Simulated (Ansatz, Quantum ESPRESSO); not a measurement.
## RbCaH3 (Pm-3m): modes at Γ and the response to a field

Aim: the zone-centre modes of RbCaH3 (Pm-3m).

Method: DFT LDA, scalar-relativistic, plane waves, JTH PAW pseudopotentials, in Quantum ESPRESSO 7.5.

Report form: the programs' logs are mostly left out.

### Step 1. Set-up

Symmetry: Pm-3m, No. 221, cubic system. The conventional cell has a = 4.547 Å, b = 4.547 Å, c = 4.547 Å, α = 90.00°, β = 90.00°, γ = 90.00°. Nearest to Rb lie 12 H at 3.22 Å. Nearest to Ca lie 6 H at 2.27 Å. Nearest to H lie 2 Ca at 2.27 Å and 8 H at 3.22 Å and 4 Rb at 3.22 Å. Farther neighbours are not listed.

### Step 2. A first look

Before anything dear is run, a loose run with smearing shows whether this is a metal and how far the cell is from rest.

Input file probe.in:

```
&control
   calculation = 'scf'
   prefix = 'x'
   outdir = './tmp'
   pseudo_dir = './pseudo'
   tprnfor = .true.
   tstress = .true.
   verbosity = 'high'
/
&system
   ibrav = 1
   celldm(1) = 8.59258469
   nat = 5
   ntyp = 3
   ecutwfc = 40.0
   ecutrho = 200.0
   occupations = 'smearing'
   smearing = 'gaussian'
   degauss = 0.01
/
&electrons
   conv_thr = 1.0d-07
   mixing_beta = 0.7
   electron_maxstep = 100
/
ATOMIC_SPECIES
 Rb     85.4678  Rb.upf
 Ca     40.0780  Ca.upf
 H       1.0080  H.upf
ATOMIC_POSITIONS crystal
 Rb     0.000000000   0.000000000   0.000000000
 Ca     0.500000000   0.500000000   0.500000000
 H      0.000000000   0.500000000   0.500000000
 H      0.500000000   0.000000000   0.500000000
 H      0.500000000   0.500000000   0.000000000
K_POINTS automatic
 4 4 4 0 0 0
```

Command:

```bash
OMP_NUM_THREADS=1 mpirun -n 4 pw.x -nk 4 -in probe.in > probe.out
```

Elapsed: 3.5 s, on 4 MPI ranks of Arm Neoverse V2, shared host; 14 s of CPU time.

Numbers from this step:

```
volume per atom   : 18.80 Å³
pressure          : -2.435 GPa
gap on the k-mesh : 2.939 eV
```

A gap of 2.9 eV opens on this mesh, so the crystal is taken as an insulator; the start stands at -2.4 GPa.

### Step 3. Relaxation

Frequencies change by per cents with a per cent of volume, so the structure is first brought to rest at this level of theory.

Input file relax.in:

```
&control
   calculation = 'vc-relax'
   prefix = 'x'
   outdir = './tmp'
   pseudo_dir = './pseudo'
   tprnfor = .true.
   tstress = .true.
   forc_conv_thr = 2.0d-05
   etot_conv_thr = 1.0d-07
   nstep = 40
/
&system
   ibrav = 1
   celldm(1) = 8.59258469
   nat = 5
   ntyp = 3
   ecutwfc = 40.0
   ecutrho = 200.0
   occupations = 'fixed'
   nbnd = 13
/
&electrons
   conv_thr = 1.0d-11
   mixing_beta = 0.7
   electron_maxstep = 100
/
&ions
/
&cell
   press_conv_thr = 0.1
/
ATOMIC_SPECIES
 Rb     85.4678  Rb.upf
 Ca     40.0780  Ca.upf
 H       1.0080  H.upf
ATOMIC_POSITIONS crystal
 Rb     0.000000000   0.000000000   0.000000000
 Ca     0.500000000   0.500000000   0.500000000
 H      0.000000000   0.500000000   0.500000000
 H      0.500000000   0.000000000   0.500000000
 H      0.500000000   0.500000000   0.000000000
K_POINTS automatic
 4 4 4 0 0 0
```

Command:

```bash
OMP_NUM_THREADS=1 mpirun -n 4 pw.x -nk 4 -in relax.in > relax.out
```

Run time: 27 s. Hardware: 4 MPI ranks.

Relaxation path:

| step | energy less that of the first step (eV) | largest force (eV/Å) | pressure (GPa) | volume (Å³) |
| --- | --- | --- | --- | --- |
| 1 | 0.0000 | 0.0000 | -2.44 | 94.01 |
| 2 | -0.0168 | 0.0000 | -2.18 | 92.84 |
| 3 | -0.0382 | 0.0000 | -1.76 | 91.11 |
| 4 | -0.0609 | 0.0000 | -1.07 | 88.56 |
| 5 | -0.0725 | 0.0000 | 0.11 | 84.87 |
| 6 | -0.0726 | 0.0000 | -0.01 | 85.20 |
| 7 | -0.0726 | 0.0000 | 0.00 | 85.18 |
| 8 | -0.0667 | 0.0000 | -0.06 | 85.18 |

| conventional cell, symmetrised | before | after | change |
| --- | --- | --- | --- |
| a (Å) | 4.547 | 4.400 | -3.2 % |
| b (Å) | 4.547 | 4.400 | -3.2 % |
| c (Å) | 4.547 | 4.400 | -3.2 % |
| volume (Å³/atom) | 18.80 | 17.04 | -9.4 % |

Final coordinates:

```
CELL_PARAMETERS angstrom
4.39991 0.00000 0.00000
0.00000 4.39991 0.00000
0.00000 0.00000 4.39991
ATOMIC_POSITIONS crystal
Rb 0.00000 0.00000 0.00000
Ca 0.50000 0.50000 0.50000
H 0.00000 0.50000 0.50000
H 0.50000 0.00000 0.50000
H 0.50000 0.50000 0.00000
```

The last row of the table of steps is pw.x's closing run on a basis chosen anew for the final cell, so its energy can jump.

Numbers from this step:

```yaml
volume_per_atom: 17.04 Å³
pressure: -0.061 GPa
gap_on_the_k_mesh: 2.839 eV
```

The volume changes by -9.4 % from the cell with which this run began.

### Step 4. Ground state

The response is built on this ground state, so it is converged far tighter than an energy would need. With a gap, occupations are fixed, which also allows the response to an electric field.

Input file scf.in:

```
&control
   calculation = 'scf'
   prefix = 'x'
   outdir = './tmp'
   pseudo_dir = './pseudo'
   tprnfor = .true.
   tstress = .true.
/
&system
   ibrav = 1
   celldm(1) = 8.31463207
   nat = 5
   ntyp = 3
   ecutwfc = 40.0
   ecutrho = 200.0
   occupations = 'fixed'
   nbnd = 13
/
&electrons
   conv_thr = 1.0d-12
   mixing_beta = 0.7
   electron_maxstep = 100
/
ATOMIC_SPECIES
 Rb     85.4678  Rb.upf
 Ca     40.0780  Ca.upf
 H       1.0080  H.upf
ATOMIC_POSITIONS crystal
 Rb     0.000000000   0.000000000   0.000000000
 Ca     0.500000000   0.500000000   0.500000000
 H      0.000000000   0.500000000   0.500000000
 H      0.500000000   0.000000000   0.500000000
 H      0.500000000   0.500000000   0.000000000
K_POINTS automatic
 4 4 4 0 0 0
```

Command:

```bash
OMP_NUM_THREADS=1 mpirun -n 4 pw.x -nk 4 -in scf.in > scf.out
```

It took 4.8 s on 4 MPI ranks.

The cell stands at -0.061 GPa, close enough for phonons.

### Step 5. Zone-centre response

At q = 0 one unit cell holds all displacements; symmetry groups them into irreducible representations that are solved one by one. The response to a field gives ε∞ and the Born charges, which polar modes need.

Input file ph.in:

```
phonons
&inputph
   prefix = 'x'
   outdir = './tmp'
   fildyn = 'g.dyn'
   tr2_ph = 1.0d-18
   epsil = .true.
/
0.000000000 0.000000000 0.000000000
```

Command:

```bash
OMP_NUM_THREADS=1 mpirun -n 4 ph.x -nk 4 -in ph.in > ph.out
```

It took 2 min on 4 MPI ranks.

This step gave:

```
miss of the charge sum rule                                       : 0.006050 e
largest acoustic frequency at the zone centre before the sum rule : 2.37 cm⁻¹
highest optical zone-centre mode (no LO-TO term)                  : 1204 cm⁻¹
lowest optical zone-centre mode                                   : 109.8 cm⁻¹
mean high-frequency dielectric constant                           : 3.461
largest Born charge in size (third of the trace)                  : 1.741 e
```

Born charge (rows field, columns displacement), before the sum rule (e), principal values of the symmetric part by kind of site:

| atom | atoms with these values | low | middle | high | mean |
| --- | --- | --- | --- | --- | --- |
| Rb1 | 1 | 1.08 | 1.08 | 1.08 | 1.08 |
| Ca2 | 1 | 1.74 | 1.74 | 1.74 | 1.74 |
| H3 | 3 | -1.07 | -0.88 | -0.88 | -0.94 |

In full for Rb1:

```
1.08 0.00 0.00
0.00 1.08 0.00
0.00 0.00 1.08
```

High-frequency dielectric tensor:

```
3.46 0.00 0.00
0.00 3.46 0.00
0.00 0.00 3.46
```

The acoustic modes at Γ come out as far as 2.4 cm⁻¹ from zero, where they should vanish, a small numerical error; the Born charges miss their sum rule by 0.0060 e, which is good.

### Step 6. Zone-centre analysis

A rigid shift of the crystal must cost nothing, but grids and finite bases break this; the acoustic sum rule is imposed before the matrix is diagonalised again. With Born charges the intensities follow, and the static dielectric tensor.

Input file dynmat.in:

```
&input
   fildyn = 'g.dyn'
   asr = 'simple'
   fileig = 'dynmat.eig'
   lperm = .true.
/
```

Command:

```bash
dynmat.x -in dynmat.in > dynmat.out
```

Wall time 0.52 s (1 thread).

This step gave:

- lowest optical zone-centre mode: 109.7 cm⁻¹
- mean static dielectric constant: 11.53

Unit eigenvectors of the mass-weighted matrix after the sum rule; no LO-TO term. The modes at Γ (shares of kinetic energy by element, %):

| mode | frequency (cm⁻¹) | symmetry | Rb % | Ca % | H % |
| --- | --- | --- | --- | --- | --- |
| 1 | 0.0 | acoustic | 66 | 31 | 2 |
| 2 | 0.0 | acoustic | 66 | 31 | 2 |
| 3 | 0.0 | acoustic | 66 | 31 | 2 |
| 4 | 109.7 | T1u | 34 | 62 | 5 |
| 5 | 109.7 | T1u | 34 | 62 | 5 |
| 6 | 109.7 | T1u | 34 | 62 | 5 |
| 7 | 355.3 | T2u | 0 | 0 | 100 |
| 8 | 355.3 | T2u | 0 | 0 | 100 |
| 9 | 355.3 | T2u | 0 | 0 | 100 |
| 10 | 410.8 | T1u | 0 | 5 | 95 |
| 11 | 410.8 | T1u | 0 | 5 | 95 |
| 12 | 410.8 | T1u | 0 | 5 | 95 |
| 13 | 1203.8 | T1u | 0 | 2 | 98 |
| 14 | 1203.8 | T1u | 0 | 2 | 98 |
| 15 | 1203.8 | T1u | 0 | 2 | 98 |

Displacements in mode 5 (109.7 cm⁻¹), the largest set to 1:
```
Rb1 -0.50  0.16  0.00
Ca2  0.99 -0.32  0.00
H3   0.92 -0.32  0.00
H4   1.00 -0.30  0.00
H5   1.00 -0.32  0.00
```

Displacements in mode 14 (1203.8 cm⁻¹), the largest set to 1:
```
Rb1  0.00  0.00  0.00
Ca2  0.00  0.00 -0.02
H3   0.00  0.00 -0.05
H4   0.00  0.00 -0.05
H5   0.00  0.00  1.00
```

Degenerate modes summed, no LO-TO term. Infrared lines, with heights relative to the strongest:

| position (cm⁻¹) | lines merged | label | IR intensity, relative |
| --- | --- | --- | --- |
| 110 | 3 | T1u | 2.3 |
| 355 | 3 | T2u | 0.0 |
| 411 | 3 | T1u | 100 |
| 1204 | 3 | T1u | 60 |

Static dielectric tensor (ions relaxed, fixed cell):

```
11.53  0.00  0.00
 0.00 11.53  0.00
 0.00  0.00 11.53
```

The rule moves no optical mode by more than 0.1 cm⁻¹.

### Step 7. Sum rules set otherwise: a sum rule for molecules or wires on a crystal

This rule also removes rotations, which suits molecules and not a crystal; it is tried to see the harm.

Input file dynmat.in:

```
&input
   fildyn = 'g.dyn'
   asr = 'zero-dim'
   fileig = 'dynmat.eig'
   lperm = .true.
/
```

Command:

```bash
dynmat.x -in dynmat.in > dynmat.out
```

Elapsed: 0.52 s, on 1 thread.

The program raised no error, yet the settings are not those of a careful run.

The fault: a sum rule for molecules or wires on a crystal; 3 optical modes are projected out to zero frequency, as if they were rotations, and the static dielectric tensor is spoilt.

For a crystal the rule has to be 'simple' or 'crystal'.

Zone-centre frequencies as printed; negative means imaginary. Modes:

| mode | frequency (cm⁻¹) |
| --- | --- |
| 1 | 0 |
| 2 | 0 |
| 3 | 0 |
| 4 | 0 |
| 5 | 0 |
| 6 | 0 |
| 7 | 109.8 |
| 8 | 355.8 |
| 9 | 355.8 |
| 10 | 410.9 |
| 11 | 439.4 |
| 12 | 439.4 |
| 13 | 1193 |
| 14 | 1193 |
| 15 | 1204 |

### Step 8. Modes along a direction of q (1 0 0)

A longitudinal polar mode sets up a macroscopic field that stiffens it; the term hangs on the direction from which q goes to zero.

Input file dynmat.in:

```
&input
   fildyn = 'g.dyn'
   asr = 'simple'
   fileig = 'dynmat.eig'
   q(1) = 1.0
   q(2) = 0.0
   q(3) = 0.0
/
```

Command:

```bash
dynmat.x -in dynmat.in > dynmat.out
```

Run time: 0.52 s. Hardware: 1 thread.

Read from the output:

| Property | Result |
| --- | --- |
| highest mode moved by the LO-TO term | 1289 cm⁻¹ |

Zone-centre frequencies as printed; negative means imaginary. Modes:

| mode | frequency (cm⁻¹) |
| --- | --- |
| 1 | 0 |
| 2 | 0 |
| 3 | 0 |
| 4 | 109.7 |
| 5 | 109.7 |
| 6 | 119.2 |
| 7 | 355.3 |
| 8 | 355.3 |
| 9 | 355.3 |
| 10 | 410.9 |
| 11 | 410.9 |
| 12 | 644.6 |
| 13 | 1204 |
| 14 | 1204 |
| 15 | 1289 |

The field moves 3 modes; the highest of them now lies at 1289 cm⁻¹, where the highest that moved away lay at 1204.

### Step 9. Cross-check with Ansatz

The same cell goes through another code, with its own cutoff. The potentials differ. Its k mesh is centred on Γ.

This step: DFT LDA, scalar-relativistic, plane waves, PseudoDojo norm-conserving pseudopotentials (Ansatz 0.2.0).

Input file input.yaml:

```yaml
crystal:
  lattice:
    - [4.3999138084, 0.0, 0.0]
    - [0.0, 4.3999138084, 0.0]
    - [0.0, 0.0, 4.3999138084]
  atoms:
    - { symbol: Rb, position: [0.0, 0.0, 0.0] }
    - { symbol: Ca, position: [0.5, 0.5, 0.5] }
    - { symbol: H, position: [0.0, 0.5, 0.5] }
    - { symbol: H, position: [0.5, 0.0, 0.5] }
    - { symbol: H, position: [0.5, 0.5, 0.0] }
kpoints:
  mp_grid: { grid: [4, 4, 4] }
hamiltonian:
  xc: lda
  pseudopotentials: { kind: nc, accuracy: standard }
scf:
  occupations: { method: fixed }
output:
  eigenvalues: true
phonons:
  method: dfpt
  dielectric: true
  rigid_motions: translations
```

Command:

```bash
ansatz run input.yaml --threads 4 --pin off --max-ram 8192MiB --backend cpu --events-out ev --progress --plain --runs-dir out
```

It took 22 s on 4 threads; peak memory 0.87 GiB; 80 s of CPU time.

Read from the output:

* gap on the k-mesh: 2.831 eV
* sum-rule residual before enforcement: 1.30e-4 eV/Å²
* miss of the charge sum rule: 8.76e-4 e
* estimated error of the dielectric tensor: 0.008256
* estimated error of the Born charges: 0.01070 e
* lowest optical zone-centre mode: 107.8 cm⁻¹
* mean high-frequency dielectric constant: 3.452
* largest Born charge in size (third of the trace): 1.737 e
* mean static dielectric constant: 11.95

Transverse modes. Lines of the infrared spectrum (strongest = 100):

| position (cm⁻¹) | label | IR intensity ((D/Å)²/amu), degenerate modes summed, relative |
| --- | --- | --- |
| 108 | T1u | 2.5 |
| 348 | T2u | 0.0 |
| 405 | T1u | 100 |
| 1204 | T1u | 60 |

The log warns that the force constants on this k mesh are to be taken as unconverged.

### Step 10. Side by side: QE JTH and Ansatz, PseudoDojo

Numbers from this step:

| Quantity | Value |
| --- | --- |
| root-mean-square difference | 4.64 cm⁻¹ |
| largest difference | 7 cm⁻¹ |

Optical modes, paired by symmetry label. Frequencies side by side, by row:

| q (reciprocal lattice) | mode | QE JTH (cm⁻¹) | Ansatz, PseudoDojo (cm⁻¹) |
| --- | --- | --- | --- |
| 0 0 0 | 4 | 109.7 | 107.8 |
| 0 0 0 | 5 | 109.7 | 107.8 |
| 0 0 0 | 6 | 109.7 | 107.8 |
| 0 0 0 | 7 | 355.3 | 348.3 |
| 0 0 0 | 8 | 355.3 | 348.3 |
| 0 0 0 | 9 | 355.3 | 348.3 |
| 0 0 0 | 10 | 410.8 | 405 |
| 0 0 0 | 11 | 410.8 | 405 |
| 0 0 0 | 12 | 410.8 | 405 |
| 0 0 0 | 13 | 1204 | 1204 |
| 0 0 0 | 14 | 1204 | 1204 |
| 0 0 0 | 15 | 1204 | 1204 |

The two runs side by side. Further quantities:

| quantity | QE JTH | Ansatz, PseudoDojo |
| --- | --- | --- |
| mean ε∞ | 3.461 | 3.452 |
| largest Born charge in size (e; the first before, the second after the charge sum rule) | 1.741 | 1.737 |

At the zone centre the largest difference (acoustic modes at Γ apart) is 0.6 % of the highest mode.

### Step 11. Results

- space group after relaxation: Pm-3m
- volume per atom: 17.0 Å³
- gap on the k-mesh: 2.84 eV
- highest optical zone-centre mode (no LO-TO term): 1204 cm⁻¹
- lowest optical zone-centre mode: 109.7 cm⁻¹
- highest mode moved by the LO-TO term: 1289 cm⁻¹
- mean high-frequency dielectric constant: 3.46
- largest Born charge in size (third of the trace): 1.74 e
- mean static dielectric constant: 11.5
- imaginary optical modes at the zone centre (no q mesh in this session): none
- largest difference from Ansatz, PseudoDojo: 7 cm⁻¹

What this shows: At the LDA level the optical modes of RbCaH3 (Pm-3m) at the zone centre (no LO-TO term) run from 110 to 1204 cm⁻¹. Along the directions run, the highest mode that the macroscopic field moves lies at 1289 cm⁻¹. Lattice motion raises the mean dielectric constant from 3.461 to 11.53. Of the 12 optical modes, 9 are infrared active alone and 3 are silent. QE JTH and Ansatz, PseudoDojo differ by 4.6 cm⁻¹ in the root mean square and by 7.0 cm⁻¹ at most, 0.6 % of the highest mode compared (acoustic modes at Γ left out); the two use different potentials, and the cell was not relaxed for the second set. These are harmonic frequencies at zero temperature: anharmonic shifts and linewidths and thermal expansion are left out. Ansatz's log warns that force constants on this k mesh are to be taken as unconverged, an error that the frequencies of both programs share.

[Host names and launcher messages were left out of these logs when they were recorded.]

[Logs are printed without paths, hosts, clocks, repeated set-up lines and the standing remarks that a program may print on its own settings, such as how far it seeks lower states.]

[Hosts, paths, dates, database ids (printed as entryN), source tags and the programs' standing remarks are cut or masked in the printed files.]
